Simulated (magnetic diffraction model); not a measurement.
# ErTlRu: what an assumed order does to the neutron pattern

Space group P-62m (no. 189), a = 7.3680 Å, c = 4.3670 Å.

| site | atom | x | y | z |
| --- | --- | --- | --- | --- |
| 3g | Tl | 0.2403 | 0 | 1/2 |
| 3f | Er | 0.5718 | 0 | 0 |
| 2d | Ru | 1/3 | 2/3 | 1/2 |
| 1a | Ru | 0 | 0 | 0 |

The compound is invented for this exercise: a known structure type with other elements, its cell scaled to their sizes and not relaxed.

Only Er is taken to order (form factors of Er3+); orders and moment sizes are assumed, and not adapted to the symmetry. Radiation: neutrons of λ = 2.0775 Å, 1.5° to 75°; isotropic B of 0.36 Å² (Tl), 0.47 Å² (Er) and 0.42 Å² (Ru). The intensities are simulated: I ∝ L Σ (|F_N|² + |F_M⊥|²) for unpolarised neutrons, with F_M = 2.695 fm/μB × Σ f(s) S exp(2πi Q·r) exp(−B s²) at Q = H ± k (one set where k and −k are equivalent), only the part normal to Q counting and L = 1/(sin²θ cos θ). For a modulated order the moment at position r is S exp(−2πi k·r) + c.c., with S = m/2 for a sine wave of amplitude m and S = m(u + iv)/2 for moments turning in a plane, u and v being orthogonal unit vectors in it; the phase factor of the sum at Q = H + k is then exp(2πi H·r). Form factors are spin-only for 3d ions and dipole or tabulated for f ions, scattering lengths are Sears's of 1992, and absorption is left out. A label names one of the reflections at its angle. The strongest nuclear line in the range is 100, and lines under 0.2 are left out.

Assume the order k = (1/3 1/3 1/2), moments turning in the plane of [100] and [001], 4.2 μB on Er; signs + at (0.5718, 0, 0), + at (0.4282, 0.4282, 0), − at (0, 0.5718, 0).

Predict the pattern, nuclear and magnetic parts apart.

```tsv
2θ (°)	index	nuclear	magnetic
17.44	(1/3 1/3 1/2)	0.0	48.8
18.74	(1 0 0)	2.4	0.0
25.70	(2/3 2/3 1/2)	0.0	11.5
27.52	(0 0 1)	2.9	0.0
32.00	(4/3 1/3 1/2)	0.0	34.8
32.76	(1 1 0)	1.9	0.0
33.51	(1 0 1)	0.5	0.0
38.00	(2 0 0)	3.6	0.0
42.09	(5/3 2/3 1/2)	0.0	23.4
43.30	(1 1 1)	68.7	0.0
43.30	(1/3 1/3 3/2)	0.0	6.6
46.45	(4/3 4/3 1/2)	0.0	4.7
47.56	(2 0 1)	100.0	0.0
47.57	(2/3 2/3 3/2)	0.0	2.5
50.50	(1/3 7/3 1/2)	0.0	9.7
51.02	(2 1 0)	55.8	0.0
51.56	(4/3 1/3 3/2)	0.0	9.8
56.81	(0 0 2)	38.3	0.0
57.99	(5/3 5/3 1/2)	0.0	1.7
58.47	(3 0 0)	21.2	0.0
58.95	(2 1 1)	40.4	0.0
58.95	(5/3 2/3 3/2)	0.0	9.2
60.37	(1 0 2)	0.6	0.0
61.51	(8/3 2/3 1/2)	0.0	7.1
62.44	(4/3 4/3 3/2)	0.0	2.3
64.91	(7/3 4/3 1/2)	0.0	8.6
65.81	(3 0 1)	2.5	0.0
65.81	(1/3 7/3 3/2)	0.0	4.5
67.15	(1 1 2)	1.1	0.0
68.66	(2 2 0)	8.2	0.0
70.41	(2 0 2)	2.5	0.0
71.46	(10/3 1/3 1/2)	0.0	5.2
71.88	(3 1 0)	8.7	0.0
72.32	(5/3 5/3 3/2)	0.0	1.0
74.03	(1/3 1/3 5/2)	0.0	1.9
```

The strongest magnetic line in the range is (1/3 1/3 1/2) at 17.44° (48.8). On top of the Lorentz factor, which all lines share, magnetic lines fade with angle because f falls: for Er3+ it is 0.96, 0.86, 0.73 and 0.47 at sin θ/λ = 0.1, 0.2, 0.3 and 0.5 Å⁻¹, while nuclear lengths stay constant. The order has no net moment.

[Logs are printed without paths, hosts, clocks, repeated set-up lines and the standing remarks that a program may print on its own settings, such as how far it seeks lower states.]
